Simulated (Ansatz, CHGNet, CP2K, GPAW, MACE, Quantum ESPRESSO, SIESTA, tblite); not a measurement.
## GPAW on random packing of Si31O39C14H16 (at. %) (83 atoms): settings against a plane-wave reference

How do the settings of GPAW change the result for random packing of Si31O39C14H16 (at. %) (83 atoms)? A plane-wave run serves as the yardstick.

Method: the method is named at each step, in GPAW 26.7.0.

## Step 1: The starting structure

The cell holds 83 atoms: 26 Si, 32 O, 12 C and 13 H. Its edges and angles: a = 10.052 Å, b = 10.052 Å, c = 10.052 Å, α = 90.0°, β = 90.0°, γ = 90.0°. 83 atoms (26 Si, 32 O, 12 C, 13 H) packed at random in a cube at 2.29 g/cm³ and pushed apart as soft spheres; a start for melting by ab initio MD, not an equilibrated structure. Then every atom was moved at random, 0.03 Å r.m.s. a Cartesian component (hydrogen 0.6 of that).

The yardstick, on the same geometry:

| Quantity | Value |
| --- | --- |
| method | Kohn-Sham DFT, PBE, PAW, plane waves (Ansatz 0.2.0); cutoff 420 eV, Γ point, fermi-dirac smearing of 0.05 eV; PAW set soft_2 |
| r.m.s. force component | 1.852 eV/Å |
| longest force | 8.771 eV/Å |
| pressure | -12.31 GPa |
| SCF cycles | 12 |
| time | 5.2 s on 8 threads of Arm Neoverse V2, shared host |
| CPU time | 36 s |

## Step 2: PBE, LCAO dzp, h 0.18 Å

Method: Kohn-Sham DFT, PBE, PAW, atomic orbitals (dzp).

The input, run.py:

```python
import numpy as np
from ase.io import read
from gpaw import GPAW, FermiDirac

atoms = read("structure.xyz")
atoms.calc = GPAW(
    mode="lcao",
    basis="dzp",
    h=0.18,
    xc="PBE",
    kpts={"size": (1, 1, 1), "gamma": True},
    occupations=FermiDirac(0.05),
    maxiter=200,
    symmetry={"point_group": False},
    txt="gpaw.txt",
)
energy = atoms.get_potential_energy(force_consistent=True)
forces = atoms.get_forces()
print(f"energy {energy:.6f} eV")
print("forces (eV/A)")
for i, (a, f) in enumerate(zip(atoms, forces)):
    print(f"{i:4d} {a.symbol:2s} {f[0]:10.5f} {f[1]:10.5f} {f[2]:10.5f}")
print(f"Fermi level {atoms.calc.get_fermi_level():.4f} eV")
for k in range(len(atoms.calc.get_ibz_k_points())):
    for s in range(atoms.calc.get_number_of_spins()):
        e = atoms.calc.get_eigenvalues(kpt=k, spin=s)
        n = np.searchsorted(e, atoms.calc.get_fermi_level())
        print(f"k {k} spin {s} levels about the Fermi level:", np.round(e[max(n - 6, 0):n], 4).tolist(), "|", np.round(e[n:n + 6], 4).tolist())
```

The input, structure.xyz:

```xyz
83
Lattice="10.05190 0.00000 0.00000 0.00000 10.05190 0.00000 0.00000 0.00000 10.05190" Properties=species:S:1:pos:R:3 pbc="T T T"
Si 3.31341 6.86907 9.26644
Si 1.62348 1.64982 5.94298
Si 9.13004 2.81312 7.73403
Si 1.85488 5.24307 3.40016
Si 4.81255 7.88813 2.04235
Si 8.24899 5.99847 4.45229
Si 1.56046 9.63806 2.88027
Si 3.44871 5.04254 4.86713
Si 1.05384 8.97042 5.46140
Si 0.96649 5.08877 0.35704
Si 2.77734 3.65417 2.26520
Si 2.54564 7.33075 3.29451
Si 8.92126 0.82174 6.47966
Si 8.37534 8.73550 7.55199
Si 2.00244 0.11198 9.70692
Si 5.62705 9.71928 9.15457
Si 6.96365 7.72066 2.85122
Si 0.95905 2.89736 8.71208
Si 6.73930 1.40968 0.09901
Si 3.14936 3.59516 7.83817
Si 8.16677 6.76332 6.73457
Si 9.45391 2.58454 5.26096
Si 3.94929 5.64655 2.79413
Si 4.84381 5.28247 6.47584
Si 5.66394 3.40377 7.27134
Si 9.50518 4.62176 5.85061
O 7.99870 1.23287 2.60163
O 9.54740 3.78082 1.32765
O 1.34987 2.66335 1.61614
O 0.18013 9.86081 0.71570
O 6.09577 4.91779 1.68219
O 8.82687 7.76811 3.60471
O 2.78418 1.98334 0.45455
O 6.89771 0.28638 7.47982
O 0.35805 4.39529 4.02197
O 7.56526 2.94340 9.41752
O 0.82375 7.33819 4.55039
O 1.01293 8.36650 7.63572
O 9.39199 5.93615 9.21468
O 6.01847 9.12160 1.07967
O 6.04994 3.70141 4.53924
O 2.32852 2.99919 4.70258
O 7.77756 8.53969 1.01273
O 3.81118 7.72810 6.75719
O 9.66561 8.55015 8.91222
O 6.80272 2.83604 1.65917
O 7.01763 5.03480 9.31309
O 1.69264 6.61676 8.35222
O 6.17840 6.53705 4.37197
O 3.94648 9.38606 3.16735
O 3.48228 1.81065 6.56490
O 4.36112 7.91698 4.59181
O 4.30643 2.69622 1.75265
O 6.99592 1.92454 5.83734
O 10.04064 4.79124 7.77796
O 7.55863 4.70529 5.72727
[... 23 atom lines left out ...]
H 4.68368 5.58504 8.47697
H 4.42022 3.00321 5.13401
H 2.63279 1.68621 3.23832
H 9.35701 9.82553 3.21530
```

Command:

```
$ OMP_NUM_THREADS=1 python run.py > output.txt
```

Log:

```text
energy -347.791430 eV
forces (eV/A)
   0 Si   -1.57349   -0.50456   -2.16883
   1 Si    3.08625    0.88921    0.20051
   2 Si   -3.79892    1.12135    2.14344
   3 Si   -8.44856   -1.91985    1.49943
   4 Si   -0.22681    2.99575   -0.35463
   5 Si   -0.54344    0.39742   -2.79179
   6 Si   -0.09721    1.11086   -0.83209
   7 Si   -2.61675   -2.11270    4.34697
   8 Si   -0.98256   -2.29934    0.93803
   9 Si   -3.87319   -0.89691   -0.33992
  10 Si    1.45667   -5.80434   -3.99426
  11 Si   -1.44564    4.25486    1.02703
  12 Si   -2.23566   -1.77581    1.06707
  13 Si    1.87720    2.25082    2.94258
  14 Si   -1.18369    1.17305   -0.13868
  15 Si   -1.11083   -0.32923   -0.19308
  16 Si    3.70288   -0.38829   -1.02860
  17 Si    3.34968   -0.38442    1.96556
  18 Si    3.64012    4.98415    1.34814
  19 Si    0.00172   -1.19444    0.42873
  20 Si    0.73457   -1.18824    0.45940
  21 Si   -0.42540   -1.79507   -2.78919
  22 Si    5.72098    0.21687   -3.71810
  23 Si    1.42322    2.93190    2.34330
[...]
75 H     0.61653   -0.02089    1.18348
  76 H     0.21524    0.14621   -1.01920
  77 H    -0.49340    0.18047   -0.54517
  78 H    -1.31624    0.27193   -0.16473
  79 H    -0.27582    0.61601   -0.94258
  80 H     1.00088    0.54235   -0.53528
  81 H    -0.57514   -0.42258   -0.02747
  82 H     0.16889    0.51650    0.26626
Fermi level 3.6374 eV
k 0 spin 0 levels about the Fermi level: [3.3894, 3.4179, 3.4878, 3.5014, 3.565, 3.5988] | [3.649, 3.6784, 3.6973, 3.7522, 3.7841, 3.8642]
```

gpaw.txt:

```text
Input parameters:
  mode=LCAO(),
  basis={'default': 'dzp'},
  h=0.18,
  kpts=MonkhorstPack(size=(1, 1, 1), gamma=True),
  maxiter=200,
  occupations=Occupations(name='fermi-dirac', width=0.05, fixmagmom=False),
  symmetry=Symmetry(point_group=False),
  xc=XC(name='PBE')
Unit cell  # Å
| periodic |         x |         y |         z |   lengths |    angles |
|----------|-----------|-----------|-----------|-----------|-----------|
|      yes | 10.051900 |  0.000000 |  0.000000 | 10.051900 | 90.000000 |
|      yes |  0.000000 | 10.051900 |  0.000000 | 10.051900 | 90.000000 |
|      yes |  0.000000 |  0.000000 | 10.051900 | 10.051900 | 90.000000 |
Number of symmetries: 1
Symmetry operations  # r_c * U_cc + t_c -> r_c
|   | kind |            matrix            |
|---|------|------------------------------|
| 0 |  E   |  1, 0, 0,  0, 1, 0,  0, 0, 1 |
BZ-sampling:
  Number of BZ points: 1
  Number of IBZ points: 1
  Monkhorst-Pack size: [1, 1, 1]
  Monkhorst-Pack shift: [0, 0, 0]
[... lines left out ...]
  Fermi-Dirac:
[... lines left out ...]
    Stencil: 6*3+1=19 point O(h^6) finite-difference Laplacian
xc functional:
  name: PBE with 2 nearest neighbor stencil
interpolation: tri-quintic # 5. degree polynomial
Initialization done in: 7.008 s
convergence criteria:
- Maximum [total energy] change in last 3 cyles: 0.0005 eV / valence electron
- Maximum integral of absolute [dens]ity change: 0.0001 electrons / valence electron
- Maximum integral of absolute [eigenst]ate change: 4e-08 eV^2 / valence electron
maximum number of iterations: 200
SCF iterations
|iter     |      energy | eigst |  dens |
|---------|-------------|-------|-------|
|iter:   1| -376.666263 |      c|       |
|iter:   2| -360.571038 |      c| -0.83 |
|iter:   3| -355.418691 |      c| -0.95 |
|iter:   4| -351.443229 |      c| -1.06 |
[...]
|iter:  10| -347.738515 |      c| -1.76 |
|iter:  11| -347.674214 |      c| -1.92 |
|iter:  12| -347.624608c|      c| -2.06 |
|iter:  13| -347.603479c|      c| -2.22 |
|iter:  14| -347.595762c|      c| -2.33 |
[...]
|iter:  27| -347.585924c|      c| -3.85 |
|iter:  28| -347.585880c|      c| -3.97 |
|iter:  29| -347.585859c|      c| -4.07c|
Converged in 29 steps
SCF loop duration: 235.696 s (8.127 s/step)
Energy contributions relative to reference atoms: (reference = -282846.133637)
Energy contributions:
  Kinetic:          53.041963
  Coulomb:         -85.162820
  Zero:              6.094220
  External:          0.000000
  Xc:             -321.353650
  Entropy:          -0.411142
  Spinorbit:         0.000000
  ----------------------------
  Free energy:    -347.791430
  Extrapolated:   -347.585859
dipole moment: (30.823400, -14.086394, -30.989267)  # |e|*Ang
Fermi level: 3.637
Eigenvalues  # (at kpt = [0.000, 0.000, 0.000])
| band index |      eig [eV] | occ [0-2] |
|------------|---------------|-----------|
|          0 |       -16.891 |     2.000 |
|        ... |               |           |
|        170 |         3.235 |     1.999 |
|        171 |         3.319 |     1.997 |
[...]
|        185 |         3.973 |     0.002 |
|        ... |               |           |
|        218 |         6.092 |     0.000 |
Gap: 0.050 eV
Transition (v -> c):
  (s=0, k=0, n=177, [0.00, 0.00, 0.00]) -> (s=0, k=0, n=178, [0.00, 0.00, 0.00])
No difference between direct/indirect transitions
Force computation time: 17.937  # s
timing:  # [seconds]
  Total:  260.669  # ━━━━━━━━━━━━━━━━━━━━━━━━━━━━━━━━━━━━━━━━━━━━━━━━━━━━━━━━
  Init:     7.008  # ━╸
  SCF:    235.696  # ━━━━━━━━━━━━━━━━━━━━━━━━━━━━━━━━━━━━━━━━━━━━━━━━━━╸
  Forces:  17.937  # ━━━━
```

The job ended after 4.4 min (1 thread of Arm Neoverse V2, shared host; peak memory 1.3 GiB).

Banners, paths, timers and routine set-up lines are dropped from the logs unmarked, and long logs keep their key lines alone; longer cuts are marked.

Against the reference:

- r.m.s. force component: 1.799 eV/Å
- r.m.s. difference of force components: 165.1 meV/Å
- longest difference of force vectors: 735.8 meV/Å
- force difference over r.m.s. force: 8.917 %
- slope of forces against the reference's: 0.9681
- correlation of force components: 0.9963

Length of the force difference by element (eV/Å):

| element | atoms | mean | most |
| --- | --- | --- | --- |
| C | 12 | 0.17 | 0.31 |
| H | 13 | 0.032 | 0.079 |
| O | 32 | 0.29 | 0.74 |
| Si | 26 | 0.31 | 0.56 |

Local excerpt of 9 atoms (numbers count through the whole input) about Si4, which bears the longest force; x, y, z are measured from there.

| atom | x | y | z | distance (Å) | Fx | Fy | Fz (eV/Å) |
| --- | --- | --- | --- | --- | --- | --- | --- |
| Si4 | 0.00 | 0.00 | 0.00 | 0.00 | -8.45 | -1.92 | 1.50 |
| O35 | -1.50 | -0.85 | 0.62 | 1.83 | -0.27 | 1.56 | 0.47 |
| Si11 | 0.92 | -1.59 | -1.13 | 2.16 | 1.46 | -5.80 | -3.99 |
| Si8 | 1.59 | -0.20 | 1.47 | 2.18 | -2.62 | -2.11 | 4.35 |
| Si12 | 0.69 | 2.09 | -0.11 | 2.20 | -1.45 | 4.25 | 1.03 |
| Si23 | 2.09 | 0.40 | -0.61 | 2.22 | 5.72 | 0.22 | -3.72 |
| O37 | -1.03 | 2.10 | 1.15 | 2.60 | 3.70 | 1.11 | -0.21 |
| O42 | 0.47 | -2.24 | 1.30 | 2.64 | 0.91 | -0.82 | -0.29 |
| H77 | 1.35 | 1.12 | -2.09 | 2.73 | 0.22 | 0.15 | -1.02 |

Atoms are counted from 1 here, from 0 in the log.

Forces lie 8.9 % from the reference's, at 7.2 times its CPU time (on 1 against 8 cores).

## Step 3: PBE, grid h 0.2 Å

Method: Kohn-Sham DFT, PBE, PAW, finite differences on a real-space grid.

run.py, as its differences from that of step 2:

```diff
@@ -3,2 +3,3 @@
 from gpaw import GPAW, FermiDirac
+from ase.parallel import parprint as print
 
@@ -6,5 +7,4 @@
 atoms.calc = GPAW(
-    mode="lcao",
-    basis="dzp",
-    h=0.18,
+    mode="fd",
+    h=0.2,
     xc="PBE",
@@ -14,2 +14,3 @@
     symmetry={"point_group": False},
+    nbands=215,
     txt="gpaw.txt",
```

structure.xyz is that of step 2.

Command:

```
$ OMP_NUM_THREADS=1 mpirun -np 2 gpaw python run.py > output.txt
```

Log:

```text
energy -372.163388 eV
forces (eV/A)
   0 Si   -1.87064   -0.44409   -2.37845
   1 Si    3.42033    1.09701    0.15852
   2 Si   -3.60838    1.13631    2.15377
   3 Si   -8.39520   -2.02207    1.63087
   4 Si   -0.09447    3.13934   -0.37354
   5 Si   -0.74941    0.43073   -2.50146
   6 Si   -0.03136    1.04120   -0.78683
   7 Si   -2.64711   -2.09668    4.30794
   8 Si   -1.22459   -2.66880    0.80774
   9 Si   -4.06836   -0.92308   -0.38154
  10 Si    1.48673   -6.09954   -4.17433
  11 Si   -1.40497    4.13871    1.06129
  12 Si   -2.29302   -1.62285    1.11346
  13 Si    2.03559    2.36240    3.10407
  14 Si   -1.33449    1.25531   -0.22481
  15 Si   -0.90136   -0.20703   -0.03597
  16 Si    3.82346   -0.48190   -0.94539
  17 Si    3.21903   -0.43470    1.77421
  18 Si    3.82728    5.26609    1.25053
  19 Si    0.11910   -1.32402    0.43487
  20 Si    0.48840   -1.08219    0.36039
  21 Si   -0.40078   -1.74062   -2.57055
  22 Si    5.34471    0.23965   -3.66760
  23 Si    1.50423    2.82514    2.23467
[...]
75 H     0.63387   -0.01527    1.20423
  76 H     0.26446    0.15467   -0.97675
  77 H    -0.49699    0.18781   -0.54917
  78 H    -1.33042    0.27594   -0.15493
  79 H    -0.28576    0.59003   -0.95508
  80 H     1.02616    0.59354   -0.52486
  81 H    -0.59098   -0.41840   -0.03355
  82 H     0.18738    0.53447    0.28476
Fermi level 3.5892 eV
k 0 spin 0 levels about the Fermi level: [3.3414, 3.3646, 3.4338, 3.452, 3.5165, 3.5471] | [3.6014, 3.6328, 3.6512, 3.7055, 3.737, 3.8167]
```

gpaw.txt:

```text
Input parameters:
  mode=FD(),
  h=0.2,
  kpts=MonkhorstPack(size=(1, 1, 1), gamma=True),
  maxiter=200,
  nbands=215,
  occupations=Occupations(name='fermi-dirac', width=0.05, fixmagmom=False),
  symmetry=Symmetry(point_group=False),
  xc=XC(name='PBE')
Diagonalizing LCAO Hamiltonian
Converting LCAO to fd mode
       .------------------------.
      /|             Si         |
[... lines left out ...]
  Converge bands: occupied
[... lines left out ...]
  Fermi-Dirac:
[... lines left out ...]
convergence criteria:
- Maximum [total energy] change in last 3 cyles: 0.0005 eV / valence electron
[... lines left out ...]
Converged in 36 steps
[... lines left out ...]
  Coulomb:        -202.913877
  Zero:             18.475124
  External:          0.000000
  Xc:             -328.738006
  Entropy:          -0.404467
  Spinorbit:         0.000000
  ----------------------------
  Free energy:    -372.163388
  Extrapolated:   -371.961154
dipole moment: (30.775759, -14.180475, -31.124013)  # |e|*Ang
Fermi level: 3.589
Eigenvalues  # (at kpt = [0.000, 0.000, 0.000])
| band index |      eig [eV] | occ [0-2] |
|------------|---------------|-----------|
|          0 |       -16.798 |     2.000 |
|        ... |               |           |
|        170 |         3.184 |     1.999 |
|        171 |         3.268 |     1.997 |
[...]
|        185 |         3.921 |     0.003 |
|        ... |               |           |
|        214 |         5.814 |     0.000 |
Gap: 0.054 eV
Transition (v -> c):
  (s=0, k=0, n=177, [0.00, 0.00, 0.00]) -> (s=0, k=0, n=178, [0.00, 0.00, 0.00])
No difference between direct/indirect transitions
Force computation time: 2.628  # s
```

It took 4 min on 2 MPI ranks; peak memory 1.8 GiB.

Numbers from this run, and their distance from the reference:

```
r.m.s. force component                  : 1.847 eV/Å
r.m.s. difference of force components   : 34.58 meV/Å
longest difference of force vectors     : 138.2 meV/Å
force difference over r.m.s. force      : 1.868 %
slope of forces against the reference's : 0.9972
correlation of force components         : 0.9998
```

Against the first run (8.9 %), the force difference from the reference is 1.9 %, at 1.8 times the CPU time (on 2 against 1 cores).

[end of part 1 of 2]

[Also dropped from logs without a mark: logging warnings of Python, and SIESTA's first energy breakdown and zero terms.]

[Logs are printed without paths, hosts, clocks, repeated set-up lines and the standing remarks that a program may print on its own settings, such as how far it seeks lower states.]

[Hosts, paths, dates, database ids (printed as entryN), source tags and the programs' standing remarks are cut or masked in the printed files.]
